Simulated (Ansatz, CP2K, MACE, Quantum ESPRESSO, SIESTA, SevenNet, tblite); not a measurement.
**Bulk modulus of amorphous Si0.7Ge0.3 (77 atoms) across programs**

How stiff is amorphous Si0.7Ge0.3 (77 atoms) under an even change of volume, and do other programs and learned potentials give the same pressure and slope as plane waves?

Results are calculated, not measured.

## (1) The cell

The cell holds 77 atoms (54 Si and 23 Ge), with edges of 11.83, 11.83 and 11.83 Å. Recipe: 77 atoms (54 Si, 23 Ge) placed at random at 3.2 g/cm³, melted at 3500 K for 10 ps at fixed volume with the Tersoff potential (Tersoff, Phys. Rev. B 39, 5566 (1989)). Quenched from 3500 K to 500 K at 20 K/ps and fixed volume, annealed at 1200 K for 50 ps, held 5 ps, then minimised at fixed cell. Then the atoms were relaxed with MACE MPA-0 medium in the fixed cell.

Bonds by pair of elements; cutoffs follow the first minimum of g(r), held within bounds set by covalent radii, and pairs that aren't listed don't count as bonded:

| pair A-B | cutoff (Å) | bonds | mean length (Å) | spread (Å) | shortest (Å) | B about A | A about B |
| --- | --- | --- | --- | --- | --- | --- | --- |
| Si-Si | 2.88 | 78 | 2.40 | 0.063 | 2.32 | 2.89 | 2.89 |
| Si-Ge | 3.02 | 68 | 2.50 | 0.134 | 2.37 | 1.26 | 2.96 |
| Ge-Ge | 3.02 | 14 | 2.53 | 0.08 | 2.45 | 1.22 | 1.22 |

## (2) The reference input

Quantum ESPRESSO 7.5: Kohn-Sham DFT, PBE, SSSP efficiency 1.3.0 pseudopotentials, plane waves. Its input, pw.in, for the unchanged cell:

```
&control
  calculation = 'scf'
  pseudo_dir = './pseudo'
  outdir = './tmp'
  disk_io = 'none'
  tprnfor = .true.
  tstress = .true.
/
&system
  ibrav = 0
  nat = 77
  ntyp = 2
  ecutwfc = 45
  ecutrho = 360
  nosym = .true.
  occupations = 'smearing'
  smearing = 'fd'
  degauss = 0.003675
/
&electrons
  conv_thr = 3.9e-07
  electron_maxstep = 100
  mixing_beta = 0.2
  mixing_mode = 'local-TF'
  diagonalization = 'david'
/
ATOMIC_SPECIES
Si 28.085 Si.upf
Ge 72.630 Ge.upf
CELL_PARAMETERS angstrom
11.82580 0.00000 0.00000
0.00000 11.82580 0.00000
0.00000 0.00000 11.82580
ATOMIC_POSITIONS crystal
Si 0.07923 0.43979 0.68125
Si 0.84487 0.85692 0.91401
Si 0.65625 0.35259 0.07725
Si 0.54980 0.19454 0.63768
[... 71 atom lines left out ...]
Ge 0.41447 0.46589 0.32234
Ge 0.83165 0.76936 0.31010
K_POINTS gamma
```

```console
$ OMP_NUM_THREADS=1 mpirun -np 4 pw.x -in pw.in > output.txt
```

Wall time 4.1 min (4 MPI ranks of Arm Neoverse V1, shared host); peak memory 4.5 GiB.

It converged with an r.m.s. force component of 0.17 eV/Å and a pressure of -0.31 GPa.

## (3) Programs and settings

Every level solves the same cells as single points. CPU time is summed over a level's finished runs, on a host shared with the other runs, so it is rough; the force column is the median over cells of the r.m.s. difference of force components from the reference.

```
                       level                      basis or training data  k-points  runs finished  CPU time  peak memory (GiB)  force difference (meV/Å)
                     QE, PBE     plane waves, SSSP efficiency, 45/360 Ry         Γ         3 of 3    50 min                4.6                 reference
       CP2K double zeta, PBE  DZVP-MOLOPT-SR, GTH-PBE potentials, 350 Ry         Γ         3 of 3     9 min                2.2                        34
             SIESTA DZP, PBE    DZP orbitals, shift 0.01 Ry, mesh 300 Ry         Γ         3 of 3    23 min                1.8                        82
CP2K double zeta, PBE+D3(BJ)  DZVP-MOLOPT-SR, GTH-PBE potentials, 350 Ry         Γ         3 of 3   8.8 min                2.2                        49
    CP2K double zeta, PBEsol  DZVP-MOLOPT-SR, GTH-PBE potentials, 350 Ry         Γ         3 of 3   8.8 min                2.2                        41
      CP2K double zeta, RPBE  DZVP-MOLOPT-SR, GTH-PBE potentials, 350 Ry         Γ         3 of 3   8.8 min                2.2                        38
           MACE MPA-0 medium          trained on PBE(+U) plane-wave data         -         3 of 3      30 s               0.87                       167
               SevenNet l3i5          trained on PBE(+U) plane-wave data         -         3 of 3      36 s                1.1                       170
```

Runs without a converged result: tblite GFN1-xTB, 3 single points (not converged). A level enters a table below only where it finished every cell that the table needs.

The reference's own r.m.s. force component runs from 152 to 175 meV/Å over these cells. MACE MPA-0 medium relaxed the atoms, so in the cells that it relaxed its own forces are small, and its entry isn't an independent test there.

## (4) Pressure against volume

The cell is scaled evenly, and at each volume MACE MPA-0 medium relaxes the atoms again before the single points. The unchanged volume is 21.478 Å³ an atom. Pressures in GPa:

| level | -3 % | 0 | +3 % |
| --- | --- | --- | --- |
| QE, PBE | 1.64 | -0.31 | -1.77 |
| CP2K double zeta, PBE | 2.04 | 0.06 | -1.44 |
| SIESTA DZP, PBE | 2.47 | 0.44 | -1.13 |
| CP2K double zeta, PBE+D3(BJ) | -0.21 | -1.87 | -2.91 |
| CP2K double zeta, PBEsol | 1.32 | -0.67 | -2.16 |
| CP2K double zeta, RPBE | 2.43 | 0.45 | -1.03 |
| MACE MPA-0 medium | 1.43 | -0.49 | -1.88 |
| SevenNet l3i5 | 1.52 | -0.43 | -1.93 |

Energy less that of the unchanged cell at the same level, in meV an atom:

| level | -3 % | +3 % |
| --- | --- | --- |
| QE, PBE | 3.17 | 4.61 |
| CP2K double zeta, PBE | 4.47 | 3.70 |
| SIESTA DZP, PBE | 5.33 | 3.86 |
| CP2K double zeta, PBE+D3(BJ) | -3.90 | 9.93 |
| CP2K double zeta, PBEsol | 0.74 | 7.85 |
| CP2K double zeta, RPBE | 6.41 | 1.47 |
| MACE MPA-0 medium | 1.74 | 4.35 |
| SevenNet l3i5 | 2.08 | 4.70 |

## (5) Moduli

From the three volumes nearest the unchanged one: B from the slope of pressure against ln V and from the curvature of the energy, the pressure that the slope of the energy implies, and the volume change at which the printed pressure crosses zero (a dash if it doesn't within the range).

| level | B from pressures (GPa) | B from energies (GPa) | printed pressure (GPa) | pressure from energies (GPa) | zero pressure at (%) |
| --- | --- | --- | --- | --- | --- |
| QE, PBE | 57.0 | 64.5 | -0.31 | -0.18 | -0.5 |
| CP2K double zeta, PBE | 58.1 | 67.7 | 0.06 | 0.10 | +0.1 |
| SIESTA DZP, PBE | 60.0 | 76.2 | 0.44 | 0.18 | +0.8 |
| CP2K double zeta, PBE+D3(BJ) | 45.0 | 49.9 | -1.87 | -1.72 | - |
| CP2K double zeta, PBEsol | 58.1 | 71.1 | -0.67 | -0.88 | -1.0 |
| CP2K double zeta, RPBE | 57.7 | 65.3 | 0.45 | 0.61 | +0.9 |
| MACE MPA-0 medium | 55.2 | 50.5 | -0.49 | -0.32 | -0.8 |
| SevenNet l3i5 | 57.5 | 56.1 | -0.43 | -0.33 | -0.7 |

As a check by hand on the reference: from -3 to +3 % the pressure falls by 3.42 GPa while ln V grows by 0.0600, a ratio of 57.0 GPa.

## (6) Outcome

The plane-wave reference (PBE) gives a bulk modulus of 57.0 GPa from its pressures, at a volume where its pressure is -0.31 GPa; that pressure crosses zero at -0.5 %. Other programs at PBE: CP2K double zeta, PBE 58.1 GPa (+2 %) and SIESTA DZP, PBE 60.0 GPa (+5 %); their pressures lie +0.37 to +0.75 GPa from the reference's. Other functionals: CP2K double zeta, PBE+D3(BJ) 45.0 GPa (-21 %), CP2K double zeta, PBEsol 58.1 GPa (+2 %) and CP2K double zeta, RPBE 57.7 GPa (+1 %); their pressures lie -1.56 to +0.77 GPa from the reference's.

Learned potentials: MACE MPA-0 medium 55.2 GPa (-3 %) and SevenNet l3i5 57.5 GPa (+1 %); their pressures lie -0.17 to -0.12 GPa from the reference's. Moduli from the energies run from 50 to 76 GPa and part from those from pressures by as much as +27 % (SIESTA DZP, PBE); they rest on small differences of energy, and for levels other than MACE MPA-0 medium they hold the work of leftover forces.

**Limits.** The atoms follow MACE MPA-0 medium, not each level's own minimum, so these moduli only approach relaxed ones and hang on that choice. Three points at finite strain give rough moduli, at the given volume rather than at zero pressure. Pressures at a fixed plane-wave cutoff or in a small atom-centred basis hold some basis error. The quench rate of 20 K/ps is many orders above laboratory rates, so the cell is likely richer in defects and strain than a real sample. The reference samples only Γ, in a cell whose shortest periodic width is 12 Å. The reference isn't exact: its cutoffs and mesh weren't converged further here. SIESTA's automatically made basis is far from complete, and its potentials were converted by us (checked for H, C, O, Si, Ge and Ca alone). Spin–orbit coupling is left out. Where levels are smeared, the DFT runs use Fermi–Dirac occupations at 580 K (0.05 eV), and energies are free energies.

[Logs are printed without paths, hosts, clocks, repeated set-up lines and the standing remarks that a program may print on its own settings, such as how far it seeks lower states.]

[Hosts, paths, dates, database ids (printed as entryN), source tags and the programs' standing remarks are cut or masked in the printed files.]
